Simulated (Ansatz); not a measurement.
# An extra electron or hole in glassy 61P2O5-28SrO-11Al2O3 (mol %) (97 atoms): runs compared

Does an extra electron or hole in glassy 61P2O5-28SrO-11Al2O3 (mol %) (97 atoms) stay spread out, or do the atoms trap it?

Computed with Ansatz 0.2.0: Kohn-Sham DFT, PBE, PAW (set soft_2), plane waves.

## (1) The cell as built

The cell holds 97 atoms: 22 P, 5 Sr, 4 Al and 66 O. Its edges and angles: a = 11.092 Å, b = 11.092 Å, c = 11.092 Å, α = 90.0°, β = 90.0°, γ = 90.0°. 97 atoms (22 P, 5 Sr, 4 Al, 66 O) placed at random at 2.77 g/cm³, melted at 4000 K for 10 ps at fixed volume with the Morse and Coulomb pair potential with partial charges (Pedone, Malavasi, Menziani, Cormack and Segre, J. Phys. Chem. B 110, 11780 (2006)). Quenched from 4000 K to 300 K at 500 K/ps and fixed volume, held 10 ps at zero pressure.

Limits known from the start: The quench rate of 500 K/ps is many orders above laboratory rates, so the cell is likely richer in defects and strain than a real sample. The network of bonds at the start is that of the classical potential that made the cell, and needn't be the one that DFT or experiment would give. The Brillouin zone is sampled at Γ only, in a cell whose shortest periodic width is 11 Å.

## (2) The reference run

The reference is a single point at the end of the relaxation.

The charged cells start from the geometry of this run, on a uniform background, with spin and a narrow Fermi–Dirac smearing.

Its input, with most atom lines left out:

```yaml
crystal:
  lattice:
    - [11.09234, 0.0, 0.0]
    - [0.0, 11.09234, 0.0]
    - [0.0, 0.0, 11.09234]
  atoms:
    - { symbol: P, position: [0.44162, 0.55331, 0.58636] }
    - { symbol: P, position: [0.22266, 0.95835, 0.42396] }
    - { symbol: P, position: [0.45882, 0.79996, 0.96916] }
    - { symbol: P, position: [0.09723, 0.64059, 0.71972] }
    - { symbol: P, position: [0.92287, 0.30024, 0.79473] }
    - { symbol: P, position: [0.67096, 0.45584, 0.52135] }
    - { symbol: P, position: [0.33147, 0.36017, 0.01547] }
    [... atom lines 8 to 97 left out ...]
kpoints:
  mp_grid: { grid: [1, 1, 1] }
hamiltonian:
  xc: pbe
scf:
  occupations: { method: fixed }
output:
  forces: true
  stress: true
  populations: true
  dos:
    method: { smearing: { sigma: 0.08 } }
    de: 0.1
    projected: { site_lists: { Al: [Al], O: [O], P: [P], Sr: [Sr] } }
  eigenvalues: true
  write_density: true
  write_potential: true
  volumetric_format: npy
```

```
free energy per atom   : -762.9371 eV/atom
r.m.s. force component : 0.01107 eV/Å
pressure               : 1.297 GPa
```

Filled and empty levels are parted by 3.49 eV (at Γ alone); a semilocal functional tends to put such gaps too low. In a disordered cell it changes from sample to sample, and tail or defect levels can set it.

## (3) The runs

Each row is one run, on 4 threads of Arm Neoverse V1, shared host. The free energy is the program's total, comparable only between runs with the same functional, potentials and atoms; between charge states it hangs on the program's zero of potential.

```csv
run,atoms,outcome,"ionic steps, all passes",free energy (eV),time,host memory (GiB)
Single point at the start,97,converged,-,-73988.273,15 s,1.6
Relaxation,97,converged,31,-74004.898,5.4 min,1.6
Single point at the relaxed geometry,97,converged,-,-74004.898,26 s,1.7
"An extra electron, atoms held",97,converged,-,-73997.594,80 s,2.9
"An extra electron, atoms relaxed",97,converged,20,-73999.430,7.6 min,2.8
"An extra electron, levels at the relaxed geometry",97,converged,-,-73999.430,67 s,2.9
Neutral at the geometry of the electron,97,cut at the time limit,-,-,3.5 min,2.0
"An extra hole, atoms held",97,converged,-,-74008.301,1.8 min,2.9
"An extra hole, atoms relaxed",97,converged,7,-74008.442,4.6 min,2.8
"An extra hole, levels at the relaxed geometry",97,converged,-,-74008.442,2.2 min,2.9
Neutral at the geometry of the hole,97,converged,-,-74004.715,23 s,1.7
```

In some runs the program notes that the exchange-correlation potential is rough where the density is thin.

Local excerpt of 8 atoms (numbers count through the whole input) about O62, which holds the most spin of the extra electron after relaxation; x, y, z are measured from there.

```csv
atom,x,y,z,distance (Å),intrinsic-atomic-orbital charge (e),moment (μB)
O62,0.00,0.00,0.00,0.00,-0.82,0.13
P8,-0.37,-1.34,0.79,1.60,2.17,0.00
P7,1.67,0.49,-0.18,1.75,1.68,0.13
O60,1.32,1.57,-1.29,2.42,-0.82,0.03
O58,-1.30,-0.76,2.00,2.51,-0.84,0.00
O72,-1.29,-2.16,-0.07,2.52,-0.89,0.01
O35,0.84,-2.02,1.29,2.54,-1.00,0.00
O94,2.33,-0.72,-0.96,2.62,-0.84,0.03
```

The surroundings of O87, which holds the most spin of the extra hole after relaxation, nearest first, numbered as they follow in the input and with coordinates relative to it.

```csv
atom,x,y,z,distance (Å),intrinsic-atomic-orbital charge (e),moment (μB)
O87,0.00,0.00,0.00,0.00,-0.97,0.12
P4,1.05,0.10,-1.08,1.51,2.15,0.00
Sr25,-0.41,-0.63,2.31,2.43,1.77,0.00
O74,1.15,1.44,-1.74,2.54,-0.97,0.09
O86,1.15,-1.10,-2.00,2.56,-0.85,0.07
O52,2.58,0.02,-0.28,2.60,-0.85,0.00
O53,-0.35,-2.77,0.87,2.92,-0.98,0.09
O85,1.97,0.12,2.25,2.99,-0.95,0.00
```

## (4) Energies and spread of the extra charge

Energies are differences within one cell and functional; the shift is the gain plus the neutral cell's energy at the new geometry, that is how much cheaper the vertical process becomes there. The spread is the participation number of the site moments (1/Σw², over the spin inside atomic spheres), with the atom that holds the largest share and the spin that the spheres hold in all.

```csv
carrier,"charged less neutral, atoms held (eV)",gain on relaxing (eV),"neutral cell at that geometry, less the reference (eV)",shift of the vertical energy (eV),"spread, atoms held","spread, relaxed"
electron,7.304,1.837,-,-,36; O62 6 % of 0.36 μB,5; O62 27 % of 0.49 μB
hole,-3.403,0.141,0.183,0.325,14; O87 10 % of 0.74 μB,11; O87 15 % of 0.74 μB
```

## (5) Findings

The extra electron gains 1.8 eV as the atoms relax, and its spin goes from about 36 to 5 atoms: the atoms trap it, with the largest share on O62. The O62–P7 distance goes from 1.56 to 1.75 Å. With the atoms held, the spheres hold only 0.36 of the 0.98 μB, so the spread is read from a small part of the spin. The extra hole gains 0.14 eV as the atoms relax, and its spin goes from about 14 to 11 atoms. The hole is shared among 2 partly filled levels, as near-degenerate levels under the smearing give, and as self-interaction favours. Adding the two vertical energies gives 3.90 eV, against a gap of 3.49 eV in the neutral cell. The zero of the potential cancels in this sum; the excess isn't taken apart here: charging of a small cell, filling of bands on a coarse mesh and the attraction to the background can all enter.

Caveats: Single energies of charged cells hang on the program's zero of potential. In the spin-polarised runs the search for a state of lower energy was switched off. No distortion was seeded, so a trapped state behind a barrier can't be found. Local and semilocal functionals favour spread-out charges, so trapping can be missed. Charged cells carry a uniform background, with no correction for images.

The DFT runs together took 29 min of wall time.

[Logs are printed without paths, hosts, clocks, repeated set-up lines and the standing remarks that a program may print on its own settings, such as how far it seeks lower states.]

[Hosts, paths, dates, database ids (printed as entryN), source tags and the programs' standing remarks are cut or masked in the printed files.]
